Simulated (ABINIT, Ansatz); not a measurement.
# CsGeCl3 (R3m): bands and cutoff in G0W0 with ABINIT

Wanted: a converged G0W0 gap of CsGeCl3 (R3m), or an estimate of the limit.

Method: LDA and many-body steps on it, plane waves, in ABINIT 10.8.3.

### 1. Set-up

The structure is trigonal, space group R3m (No. 160). The conventional cell has a = 7.694 Å, b = 7.694 Å, c = 9.535 Å, α = 90.00°, β = 90.00°, γ = 120.00°. Cs has 12 Cl at 3.86 to 3.90 Å nearest. Nearest to Ge lie 3 Cl at 2.37 Å. Nearest to Cl lie 2 Ge at 2.37 to 3.10 Å and 4 Cs at 3.86 to 3.90 Å. Farther neighbours and most contacts between anions are not listed.

The cell and positions are those that the Materials Project relaxed with its own functionals (PBE, PBE+U or r2SCAN), kept fixed. Spin-orbit coupling is left out unless a step names it.

### 2. Empty states on the mesh, 2×2×2 mesh, 562 bands

This step: ABINIT 10.8.3; DFT, LDA, plane waves, norm-conserving pseudopotentials.

The sums over transitions need many empty states on a uniform mesh; this step solves for them.

run.abi

```
acell 3*1.0 Angstrom
rprim 
  3.846816390705 2.220960478697 3.178300533600
  -3.846816390705 2.220960478697 3.178300533600
  0.000000000000 -4.441920957394 3.178300533600
ntypat 3
znucl 55 32 17
natom 5
typat 1 2 3 3 3
xred 
  0.998403350000 0.998403350000 0.998403350000
  0.515533150000 0.515533150000 0.515533150000
  0.496712670000 0.496712670000 0.948638170000
  0.496712670000 0.948638170000 0.496712670000
  0.948638170000 0.496712670000 0.496712670000
pp_dirpath "pseudos"
pseudos "Cs.upf, Ge.upf, Cl.upf"
ecut 56
ngkpt 2 2 2
nshiftk 1
shiftk 0 0 0
kptopt 1
chksymbreak 0
iscf -2
irdden 1
istwfk *1
nband 562
nbdbuf 50
tolwfr 1e-09
nstep 60
prtvol 0
indata_prefix "in"
outdata_prefix "out"
tmpdata_prefix "tmp"
```

The run is started by

```console
$ OMP_NUM_THREADS=4 mpirun -n 4 abinit run.abi > log
```

Numbers of over 12 decimals in the logs are rounded to 6 here.

Output:

```text
.Version 10.8.3 of ABINIT. v10.8.2 released Aug 2026.

 Symmetries : space group R3 m (#160); Bravais hR (rhombohedral)
[... echo of the input left out ...]
== DATASET  1 ==================================================================
-   mpi_nproc: 4, omp_nthreads: 4 (-1 if OMP is not activated)

--- !DatasetInfo
iteration_state: {dtset: 1, }
dimensions: {natom: 5, nkpt: 4, mband: 562, nsppol: 1, nspinor: 1, nspden: 1, mpw: 22041, }
cutoff_energies: {ecut:  56.0, pawecutdg:  -1.0, }
[...]
4.49210    4.49400    4.50250    4.50384    4.51159    4.51190    4.51634    4.51715
   4.53220    4.54123    4.54288    4.54598    4.54642    4.55123    4.55259    4.55811
   4.56975    4.59421
 prteigrs : prtvol=0 or 1, do not print more k-points.

== END DATASET(S) ==============================================================
================================================================================

 -outvars: echo values of variables after computation  --------
            nband         562
             nkpt           4
          spgroup         160
 [... the other variables as echoed above ...]

 Calculation completed.
```

It took 8 min on 4 MPI ranks of Arm Neoverse V1, shared host; peak memory 1.6 GiB.

This step gave:

* gap: 1.977 eV
* k of the valence top: 0.5, 0.5, 0.5
* k of the conduction bottom: 0.5, 0.5, 0.5
* least direct gap: 1.977 eV
* k points computed: 4
* lowest point of the top converged band, above the valence top: 111.7640 eV

On this mesh the gap is 1.977 eV.

The density comes from a self-consistent run that is not shown.

### 3. Screening, 2×2×2 mesh, 86 bands, screening to 76.2 eV

The RPA dielectric matrix is built and inverted for each q.

This step: RPA screening on LDA, plane waves, norm-conserving pseudopotentials.

Edit run.abi of step 2 so:

```diff
@@ -23,10 +23,11 @@
 chksymbreak 0
-iscf -2
-irdden 1
 istwfk *1
-nband 562
-nbdbuf 50
-tolwfr 1e-09
-nstep 60
-prtvol 0
+occopt 1
+irdwfk 1
+optdriver 3
+nband 86
+ecuteps 2.8
+inclvkb 2
+awtr 1
+symchi 1
 indata_prefix "in"
```

The run is started by

```console
$ OMP_NUM_THREADS=1 mpirun -n 16 abinit run.abi > log
```

Output:

```text
.Version 10.8.3 of ABINIT. v10.8.2 released Aug 2026.

 Symmetries : space group R3 m (#160); Bravais hR (rhombohedral)
[... echo of the input left out ...]
== DATASET  1 ==================================================================
-   mpi_nproc: 16, omp_nthreads: 1 (-1 if OMP is not activated)

--- !DatasetInfo
iteration_state: {dtset: 1, }
dimensions: {natom: 5, nkpt: 4, mband: 86, nsppol: 1, nspinor: 1, nspden: 1, mpw: 22041, }
cutoff_energies: {ecut:  56.0, pawecutdg:  -1.0, }
electrons: {nelect:   5.20000000E+01, charge:   0.00000000E+00, occopt:   1.00000000E+00, tsmear:   1.00000000E-02, }

 SCREENING: Calculation of the susceptibility and dielectric matrices

 Based on a program developped by R.W. Godby, V. Olevano, G. Onida, and L. Reining.
 Incorporated in ABINIT by V. Olevano, G.-M. Rignanese, and M. Torrent.
.Using double precision arithmetic ; gwpc =  8

[... cell and pseudopotentials left out ...]
--------------------------------------------------------------------------------

 ==== K-mesh for the wavefunctions ====
 Number of points in the irreducible wedge :     4
[... list of points left out ...]
 Together with  6 symmetry operations and time-reversal symmetry
 yields     8 points in the full Brillouin Zone.

 ==== Q-mesh for the screening function ====
 Number of points in the irreducible wedge :     4
[... list of points left out ...]
 Together with  6 symmetry operations and time-reversal symmetry
 yields     8 points in the full Brillouin Zone.

 setmesh: FFT mesh size selected  =    45x   45x   45
          total number of points  =        91125

 vcoul_init : cutoff-mode = AUXILIARY_FUNCTION
 q-points for optical limit:   1
     1)      0.000010    0.000020    0.000030

- screening: taking advantage of time-reversal symmetry
- Maximum band index for partially occupied states nbvw = 26
- Remaining bands to be divided among processors   nbcw = 60
- Number of bands treated by each node ~3

 Number of electrons calculated from density =   52.0000; Expected =   52.0000
 average of density, n =  0.047295
 r_s =    1.7154
 omega_plasma =   20.9780 [eV]

 calculating chi0 at frequencies [eV] :
  1    0.000000E+00    0.000000E+00
  2    0.000000E+00    2.097803E+01

--------------------------------------------------------------------------------
  q-point number  1        q = ( 0.000000, 0.000000, 0.000000) [r.l.u.]
--------------------------------------------------------------------------------
[... chi0 elements left out ...]
 For q-point:  0.000010 0.000020 0.000030
  dielectric constant =   5.9624
  dielectric constant without local fields =   7.2200

  Average fulfillment of the sum rule on Im[epsilon] for q-point    1 :     37.63  [%]
[... wings left out ...]
  q-point number  2        q = ( 0.500000, 0.000000, 0.000000) [r.l.u.]
--------------------------------------------------------------------------------
[... chi0 elements left out ...]
  Average fulfillment of the sum rule on Im[epsilon] for q-point    2 :     44.78  [%]

 [... 2 further q-points ...]
```

Wall time 18 s (16 MPI ranks); peak memory 7.5 GiB; 4.8 min of CPU time.

This step gave:

```
ε∞ with local fields, on this mesh, along the program's q direction : 5.962
the same without local fields                                       : 7.22
plasma frequency                                                    : 20.98 eV
plane waves in the screening matrix                                 : 251
```

Local fields lower ε∞ by 17 %. On a Γ-centred mesh this coarse the value itself is usually too large, while a short band sum pulls it down.

### 4. 86 bands, 76.2 eV

The self-energy is evaluated for the states that the input lists, and the levels follow from it, in one-shot runs by the linearised quasiparticle equation.

This step: G0W0 on LDA, plane waves, norm-conserving pseudopotentials.

Edit run.abi of step 3 so:

```diff
@@ -26,8 +26,17 @@
 irdwfk 1
-optdriver 3
+optdriver 4
 nband 86
+gwcalctyp 0
+ecutsigx 56
+symsigma 1
+nkptgw 2
+kptgw 
+  0.5000000000 0.5000000000 0.5000000000
+  0.0000000000 0.0000000000 0.0000000000
+bdgw 
+  25 28
+  24 29
 ecuteps 2.8
-inclvkb 2
-awtr 1
-symchi 1
+irdscr 1
+ppmodel 1
 indata_prefix "in"
```

Output:

```text
.Version 10.8.3 of ABINIT. v10.8.2 released Aug 2026.

 Symmetries : space group R3 m (#160); Bravais hR (rhombohedral)
[... echo of the input left out ...]
== DATASET  1 ==================================================================
-   mpi_nproc: 16, omp_nthreads: 1 (-1 if OMP is not activated)

--- !DatasetInfo
iteration_state: {dtset: 1, }
dimensions: {natom: 5, nkpt: 4, mband: 86, nsppol: 1, nspinor: 1, nspden: 1, mpw: 22041, }
cutoff_energies: {ecut:  56.0, pawecutdg:  -1.0, }
electrons: {nelect:   5.20000000E+01, charge:   0.00000000E+00, occopt:   1.00000000E+00, tsmear:   1.00000000E-02, }

 SIGMA: Calculation of the GW corrections

 Based on a program developped by R.W. Godby, V. Olevano, G. Onida, and L. Reining.
 Incorporated in ABINIT by V. Olevano, G.-M. Rignanese, and M. Torrent.
.Using double precision arithmetic ; gwpc =  8

[... cell and pseudopotentials left out ...]
--------------------------------------------------------------------------------

 ==== K-mesh for the wavefunctions ====
 Number of points in the irreducible wedge :     4
[... list of points left out ...]
 Together with  6 symmetry operations and time-reversal symmetry
 yields     8 points in the full Brillouin Zone.

 ==== Q-mesh for screening function ====
 Number of points in the irreducible wedge :     4
[... list of points left out ...]
 Together with  6 symmetry operations and time-reversal symmetry
 yields     8 points in the full Brillouin Zone.

 vcoul_init : cutoff-mode = AUXILIARY_FUNCTION
 q-points for optical limit:   1
     1)      0.000010    0.000020    0.000030
 setmesh: FFT mesh size selected  =    72x   72x   72
          total number of points  =       373248

 Number of electrons calculated from density =   52.0000; Expected =   52.0000
 average of density, n =  0.047295
 r_s =    1.7154
 omega_plasma =   20.9780 [eV]

 === KS Band Gaps ===
  >>>> For spin  1
   Minimum direct gap =   1.9771 [eV], located at k-point      :   0.5000  0.5000  0.5000
   Fundamental gap    =   1.9771 [eV], Top of valence bands at :   0.5000  0.5000  0.5000
                                       Bottom of conduction at :   0.5000  0.5000  0.5000
 SIGMA fundamental parameters:
 PLASMON POLE MODEL  1
 number of plane-waves for SigmaX                22041
 number of plane-waves for SigmaC and W            251
 number of plane-waves for wavefunctions         22041
 number of bands                                    86
 number of independent spin polarizations            1
 number of spinorial components                      1
 number of k-points in IBZ                           4
 number of q-points in IBZ                           4
 number of symmetry operations                       6
 number of k-points in BZ                            8
 number of q-points in BZ                            8
 number of frequencies for dSigma/dE                 9
 frequency step for dSigma/dE [eV]                0.25
 number of omega for Sigma on real axis              0
 max omega for Sigma on real axis  [eV]           0.00
 zcut for avoiding poles [eV]                     0.10

 EPSILON^-1 parameters (SCR file):
 dimension of the eps^-1 matrix on file            251
 dimension of the eps^-1 matrix used               251
 number of plane-waves for wavefunctions         22041
 number of bands                                    86
 number of q-points in IBZ                           4
 number of frequencies                               2
 number of real frequencies                          1
 number of imag frequencies                          1

 matrix elements of self-energy operator (all in [eV])

 Perturbative Calculation

--- !SelfEnergy_ee
iteration_state: {dtset: 1, }
kpoint     : [   0.500,    0.500,    0.500, ]
spin       : 1
KS_gap     :    1.977
QP_gap     :    3.614
Delta_QP_KS:    1.637
data: !SigmaeeData |
     Band     E0 <VxcDFT>   SigX SigC(E0)      Z dSigC/dE  Sig(E)    E-E0       E
       25  -0.190 -14.219 -18.514   3.408   0.777  -0.287 -14.909  -0.690  -0.880
       26   1.959 -14.764 -16.833   2.022   0.794  -0.259 -14.801  -0.037   1.922
       27   3.936 -11.282  -6.604  -2.712   0.814  -0.229  -9.682   1.600   5.536
       28   3.936 -11.282  -6.604  -2.712   0.814  -0.229  -9.682   1.600   5.536

--- !SelfEnergy_ee
iteration_state: {dtset: 1, }
kpoint     : [   0.000,    0.000,    0.000, ]
spin       : 1
KS_gap     :    5.520
QP_gap     :    7.197
Delta_QP_KS:    1.677
data: !SigmaeeData |
     Band     E0 <VxcDFT>   SigX SigC(E0)      Z dSigC/dE  Sig(E)    E-E0       E
       24  -0.526 -14.055 -18.275   3.349   0.778  -0.286 -14.732  -0.677  -1.204
       25  -0.526 -14.055 -18.275   3.349   0.778  -0.286 -14.732  -0.677  -1.204
       26  -0.340 -13.977 -17.781   3.071   0.779  -0.284 -14.548  -0.571  -0.911
       27   5.180  -7.348  -3.022  -3.015   0.844  -0.185  -6.242   1.106   6.286
       28   6.059  -7.267  -2.987  -2.894   0.845  -0.184  -6.096   1.171   7.230
       29   6.059  -7.267  -2.987  -2.894   0.845  -0.184  -6.096   1.171   7.230

== END DATASET(S) ==============================================================
================================================================================

 -outvars: echo values of variables after computation  --------
           etotal      0.0000000000E+00
            nband          86
             nkpt           4
          spgroup         160
 [... the other variables as echoed above ...]

 Calculation completed.
```

The job ended after 6.7 s (16 MPI ranks; peak memory 3.6 GiB; 1.7 min of CPU time).

This step gave:

```
G0W0 gap on the points computed              : 3.614 eV
starting gap on the mesh                     : 1.977 eV
k of the valence top                         : 0.5, 0.5, 0.5
k of the conduction bottom                   : 0.5, 0.5, 0.5
Z at the valence top                         : 0.794
Z at the conduction bottom                   : 0.814
least direct G0W0 gap on the computed points : 3.614 eV
```

The gap on the mesh goes from 1.98 eV to 3.61 eV, a correction of +1.64 eV.

### 5. Screening, 2×2×2 mesh, 224 bands, screening to 141.5 eV

This step: RPA screening on LDA, plane waves, norm-conserving pseudopotentials.

Edit run.abi of step 4 so:

```diff
@@ -26,17 +26,8 @@
 irdwfk 1
-optdriver 4
-nband 86
-gwcalctyp 0
-ecutsigx 56
-symsigma 1
-nkptgw 2
-kptgw 
-  0.5000000000 0.5000000000 0.5000000000
-  0.0000000000 0.0000000000 0.0000000000
-bdgw 
-  25 28
-  24 29
-ecuteps 2.8
-irdscr 1
-ppmodel 1
+optdriver 3
+nband 224
+ecuteps 5.2
+inclvkb 2
+awtr 1
+symchi 1
 indata_prefix "in"
```

Output:

```text
.Version 10.8.3 of ABINIT. v10.8.2 released Aug 2026.

 Symmetries : space group R3 m (#160); Bravais hR (rhombohedral)
[... echo of the input left out ...]
== DATASET  1 ==================================================================
-   mpi_nproc: 16, omp_nthreads: 1 (-1 if OMP is not activated)

--- !DatasetInfo
iteration_state: {dtset: 1, }
dimensions: {natom: 5, nkpt: 4, mband: 224, nsppol: 1, nspinor: 1, nspden: 1, mpw: 22041, }
cutoff_energies: {ecut:  56.0, pawecutdg:  -1.0, }
electrons: {nelect:   5.20000000E+01, charge:   0.00000000E+00, occopt:   1.00000000E+00, tsmear:   1.00000000E-02, }

 SCREENING: Calculation of the susceptibility and dielectric matrices

 Based on a program developped by R.W. Godby, V. Olevano, G. Onida, and L. Reining.
 Incorporated in ABINIT by V. Olevano, G.-M. Rignanese, and M. Torrent.
.Using double precision arithmetic ; gwpc =  8

[... cell and pseudopotentials left out ...]
--------------------------------------------------------------------------------

 ==== K-mesh for the wavefunctions ====
 Number of points in the irreducible wedge :     4
[... list of points left out ...]
 Together with  6 symmetry operations and time-reversal symmetry
 yields     8 points in the full Brillouin Zone.

 ==== Q-mesh for the screening function ====
 Number of points in the irreducible wedge :     4
[... list of points left out ...]
 Together with  6 symmetry operations and time-reversal symmetry
 yields     8 points in the full Brillouin Zone.

 setmesh: FFT mesh size selected  =    45x   45x   45
          total number of points  =        91125

 vcoul_init : cutoff-mode = AUXILIARY_FUNCTION
 q-points for optical limit:   1
     1)      0.000010    0.000020    0.000030

- screening: taking advantage of time-reversal symmetry
- Maximum band index for partially occupied states nbvw = 26
- Remaining bands to be divided among processors   nbcw = 198
- Number of bands treated by each node ~12

 Number of electrons calculated from density =   52.0000; Expected =   52.0000
 average of density, n =  0.047295
 r_s =    1.7154
 omega_plasma =   20.9780 [eV]

 calculating chi0 at frequencies [eV] :
  1    0.000000E+00    0.000000E+00
  2    0.000000E+00    2.097803E+01

--------------------------------------------------------------------------------
  q-point number  1        q = ( 0.000000, 0.000000, 0.000000) [r.l.u.]
--------------------------------------------------------------------------------
[... chi0 elements left out ...]
 For q-point:  0.000010 0.000020 0.000030
  dielectric constant =   5.9632
  dielectric constant without local fields =   7.2328

  Average fulfillment of the sum rule on Im[epsilon] for q-point    1 :     55.78  [%]
[... wings left out ...]
  q-point number  2        q = ( 0.500000, 0.000000, 0.000000) [r.l.u.]
--------------------------------------------------------------------------------
[... chi0 elements left out ...]
  Average fulfillment of the sum rule on Im[epsilon] for q-point    2 :     59.09  [%]

 [... 2 further q-points ...]
```

Run time: 55 s. Hardware: 16 MPI ranks; peak memory 9.1 GiB.

This step gave:

- ε∞ with local fields, on this mesh, along the program's q direction: 5.963
- the same without local fields: 7.233
- plasma frequency: 20.98 eV
- plane waves in the screening matrix: 619

[end of part 1 of 2]

[Paths, hosts, dates, memory and timing lines, banners, echoed tables and standing remarks are left out of the program output.]

[Logs are printed without paths, hosts, clocks, repeated set-up lines and the standing remarks that a program may print on its own settings, such as how far it seeks lower states.]

[Runs of the session that timed out or met a known fault of the program may be left out.]

[No measured gap is set beside runs whose start may be inverted or whose files or cutoffs have a known fault.]

[Hosts, paths, dates, database ids (printed as entryN), source tags and the programs' standing remarks are cut or masked in the printed files.]

[G0W0 gaps are taken among the corrected bands and points alone; a level outside them can change the order at an edge.]

[Where Ansatz stands beside ABINIT at settings called matched, ABINIT's density can come from a denser mesh and the files from another edition; pairs whose starting gaps differed by over 0.03 eV were left out, so agreement reads better than it is.]
